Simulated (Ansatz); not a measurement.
# Lattice dynamics of LiBe (Pm-3m), part 3 of 3

Task: relax LiBe (Pm-3m), then find its harmonic phonons.

Ansatz 0.2.0; DFT PBEsol, scalar-relativistic, plane waves, PAW.

So far, highest frequency on the path or at a solved wavevector (cm⁻¹): step 5 (phonons on a q mesh) 560. The relaxed cell has a = 2.802 Å (conventional setting).

### 6. The same by displaced supercells

Finite displacements in a 2×2×2 supercell give force constants from forces alone. They are exact at the wavevectors that the supercell holds, where they check the linear-response result.

Input file input.yaml:

```yaml
crystal:
  lattice:
    - [2.8020920929, 0.0, 0.0]
    - [0.0, 2.8020920929, 0.0]
    - [0.0, 0.0, 2.8020920929]
  atoms:
    - { symbol: Li, position: [0.0, 0.0, 0.0] }
    - { symbol: Be, position: [0.5, 0.5, 0.5] }
kpoints:
  mp_grid: { grid: [16, 16, 16] }
hamiltonian:
  xc: pbesol
scf:
  occupations: { method: methfessel_paxton, width: 0.15 }
output:
  eigenvalues: true
phonons:
  method: fd
  supercell: [2, 2, 2]
  temperatures: { t_max: 1000, t_step: 50 }
  qpath:
    path:
      - [[0.0, 0.0, 0.0], [0.0, 0.5, 0.0], [0.5, 0.5, 0.0], [0.0, 0.0, 0.0], [0.5, 0.5, 0.5], [0.0, 0.5, 0.0]]
      - [[0.5, 0.5, 0.5], [0.5, 0.5, 0.0]]
    npoints: 10
```

On the command line:

```
$ ansatz run input.yaml --threads 4 --pin off --max-ram 7168MiB --backend cpu --events-out ev --progress --plain --runs-dir out
```

Numbers of over 12 decimals in the logs are rounded to 6 here.

What it wrote:

```text
[...]
Crystal: 16 atoms, lattice volume = 176.010 Å³
Basis set: ecut = 420 eV, 3407 PW (Γ), exchange–correlation on 80×80×80 points (8 copies of the dense FFT grid, shifted against one another)
Bands: 27, of which v1, the nominal top of the filled ones, is band 20 counted from 1 (19 counted from 0)
Symmetry: 384 space group operations
k-points: 35 of 512
[...]
SCF iter   1: F=—  HF=-2340.890938 eV  |F-HF|=—  |Δ(HF+E_count)|=         —  Δρ=4.08e-8  dr2=1.06e-12  ethr=1.56e-12  ⟨swp⟩=4.7  Hψ=3296  notcnv=0
[...]
SCF iter   2: F=-2340.890938 eV  HF=-2340.890938 eV  |F-HF|=0.00e0  |Δ(HF+E_count)|=  9.09e-13  S|Δr|=    0.00e0  Δρ=2.38e-8  dr2=3.80e-13  ethr=1.00e-12  ⟨swp⟩=2.0  Hψ=1780  notcnv=0
SCF 1 converged in 2 iterations: F = -2340.890938 eV  dr2 = 3.80e-13
[...]
Symmetry: 6 space group operations
k-points: 65 of 512 (time reversal used)
[...]
SCF iter   6: F=-2340.890922 eV  HF=-2340.890922 eV  |F-HF|=4.55e-13  |Δ(HF+E_count)|=  8.19e-12  S|Δr|=    0.00e0  Δρ=1.14e-8  dr2=6.24e-13  ethr=1.00e-12  ⟨swp⟩=4.7  Hψ=6192  notcnv=0
SCF 2 converged in 6 iterations: F = -2340.890922 eV  dr2 = 6.24e-13
[...]
SCF iter   6: F=-2340.890927 eV  HF=-2340.890927 eV  |F-HF|=9.09e-13  |Δ(HF+E_count)|=  4.55e-13  S|Δr|=    0.00e0  Δρ=1.18e-8  dr2=2.96e-13  ethr=1.00e-12  ⟨swp⟩=4.2  Hψ=5715  notcnv=0
SCF 3 converged in 6 iterations: F = -2340.890927 eV  dr2 = 2.96e-13
SCF converged after 2 iterations
[...]
Free energy (F): -2340.890938 eV
[...]
Internal energy: -2340.899386 eV  (E = F + TS)
E sigma→0 (E₀):  -2340.893050 eV
Entropy (-TS):   0.008447 eV (0.528 meV/atom)
Fermi energy:    3.709849 eV
[...]
--- Band table (eV; the first three rows and the last of 35) ---
  k-point 0: bands = [... 16 lower, 2.5918, 2.5918, 2.5918, 2.5918, 2.5918, 5.0871, 5.0871, 5.0871, ... 3 higher]
  k-point 1: bands = [... 16 lower, 2.3297, 2.5322, 2.5322, 2.6626, 2.6626, 5.1159, 5.4593, 5.4593, ... 3 higher]
  k-point 2: bands = [... 16 lower, 2.3720, 2.3720, 2.7934, 2.8742, 2.8742, 5.0276, 5.0276, 5.2010, ... 3 higher]
  k-point 34: bands = [... 16 lower, 5.9665, 5.9665, 5.9665, 5.9665, 5.9665, 5.9665, 5.9665, 5.9665, ... 3 higher]
--- Phonons: 2 displaced members + reference (amplitude 0.0025 Å, Σ member SCF iterations 12) ---
  symmetry images taken by strict's conditions (phonons.symmetry_images: auto; settled by no image being taken that strict refuses)
  ASR residual: 9.746e-5 → 0.000e0 eV/Å²; symmetrization residual: 9.658e-6 eV/Å²
  largest component of a force at the reference: 9.4e-29 eV/Å
  ASR residual per site (eV/Å²): 2.33e-5 9.75e-5
  Γ frequencies (cm⁻¹): 0.00 0.00 0.00 560.22 560.22 560.22
[...]
```

The job ended after 13 s (4 threads of Arm Neoverse V2, shared host; peak memory 0.63 GiB; 51 s of CPU time).

This step gave:

```yaml
atoms_in_the_supercell: 16
sum_rule_residual_before_enforcement: 9.75e-5 eV/Å²
```

Interpolated from a 2×2×2 supercell, rough between the solved points. The phonon branches at the labelled points (cm⁻¹):

```
    point  branch 1  branch 2  branch 3  branch 4  branch 5  branch 6
        Γ         0         0         0       560       560       560
  halfway       110       229       229       507       525       525
        X       157       394       394       432       432       447
  halfway        53       238       414       420       496       515
        M       -91       -91       408       433       544       544
  halfway       -66       301       303       447       497       544
        Γ         0         0         0       560       560       560
  halfway       212       212       311       463       516       516
        R       288       288       288       504       504       504
  halfway       123       265       348       457       500       528
        X       157       394       394       432       432       447
jump to R       288       288       288       504       504       504
  halfway       181       181       368       458       529       529
        M       -91       -91       408       433       544       544
```

The phonon branches as a text plot (rows in cm⁻¹):

```
    547 |***         ******************                       ***
    519 |   **      **   *    *     *  *******  *******    ***
    492 |    **   **      *  * *         ********** ** *  **
    465 |     *  **       *** *      ** *          ** ***   **
    438 |      ****  *****   *         *             *****    * *
    411 |         ********                                    ***
    384 |      ***        *                           ****
    357 |                  **                       ** *    **
    329 |         *                    *           *       *
    302 |     *              *       ** *       ***   *   *
    275 |    *     *       ** *          ********** **    *
    248 |                     *          ****    * *       *
    221 |   *             *    *        *         *         *
    194 |           *          *    *                        *
    167 |      **                      *           *     *
    139 |  *  *  *   *   *      *    **                 *
    112 |   **    *                *                * **
     85 | *        *             *  *                *        *
     58 |***          *          * *
     31 |*
      4 |                         *
    -23 |                       **                             *
    -51 |           *   *     **
    -78 |            *********                                  *
         Γ      X      M          Γ            R        X|R     M
```

Tetrahedra on a 22×22×22 mesh, mean over bins of 10 cm-1. Interpolated from a 2×2×2 supercell, rough between the solved points. The phonon density of states by wavenumber; read off at these points:

```
wavenumber (cm⁻¹)  phonon density of states (1/cm⁻¹/cell)
              -95                                  1.0e-5
              -75                                 0.00204
              -45                                 0.00194
              -25                                 0.00153
               -5                                 0.00173
               15                                 0.00205
               45                                 0.00326
               65                                 0.00501
               85                                 0.00763
               95                                 0.00985
              105                                 0.00781
              135                                 0.00577
              155                                 0.00461
              175                                  0.0048
              205                                 0.00582
              225                                 0.00691
              245                                 0.00911
              265                                  0.0103
              295                                 0.00887
              315                                 0.00974
              325                                  0.0127
              335                                  0.0126
              365                                 0.00774
              385                                 0.00742
              405                                 0.00579
              425                                 0.00585
              445                                   0.027
              455                                  0.0238
              475                                  0.0177
              495                                  0.0208
              515                                  0.0297
              525                                  0.0424
              545                                  0.0165
              565                                  1.0e-5
```

At Γ the two methods differ by at most 0.0 cm⁻¹.

### 7. What came out

| Property | Result |
| --- | --- |
| space group after relaxation (within 0.01 Å) | Pm-3m |
| volume per atom | 11.0 Å³ |
| electronic character | no gap on this mesh |
| highest optical mode at the zone centre (no LO-TO term) | 560 cm⁻¹ |
| lowest optical zone-centre mode | 560 cm⁻¹ |
| lowest mode on the q mesh (acoustic modes at Γ apart) | -91.3 cm⁻¹ |
| highest frequency on the path or at a solved wavevector | 560 cm⁻¹ |
| imaginary modes on the 4×4×4 q mesh | yes |

**Reading.** Modes are clearly imaginary (beyond 10i cm⁻¹) at 3 of the 10 irreducible wavevectors, most at q = (0, -0.5, -0.5) (91.3i cm⁻¹), so this structure is not a minimum of the energy. The optical modes at Γ form one degenerate level at 560 cm⁻¹. Finite displacements and linear response differ by 0.0 cm⁻¹ in the highest zone-centre mode. With no gap, or one that is small against the smearing, the frequencies hang on the k mesh and the smearing, most of all near Kohn anomalies. The phonon runs are without spin polarisation, although the cell has an odd electron count. A phonon run warned that its eigensolver left some bands unconverged in a pass. These are harmonic frequencies at zero temperature: anharmonic shifts, linewidths and thermal expansion are left out.

[Logs are printed without paths, hosts, clocks, repeated set-up lines and the standing remarks that a program may print on its own settings, such as how far it seeks lower states.]

[Hosts, paths, dates, database ids (printed as entryN), source tags and the programs' standing remarks are cut or masked in the printed files.]
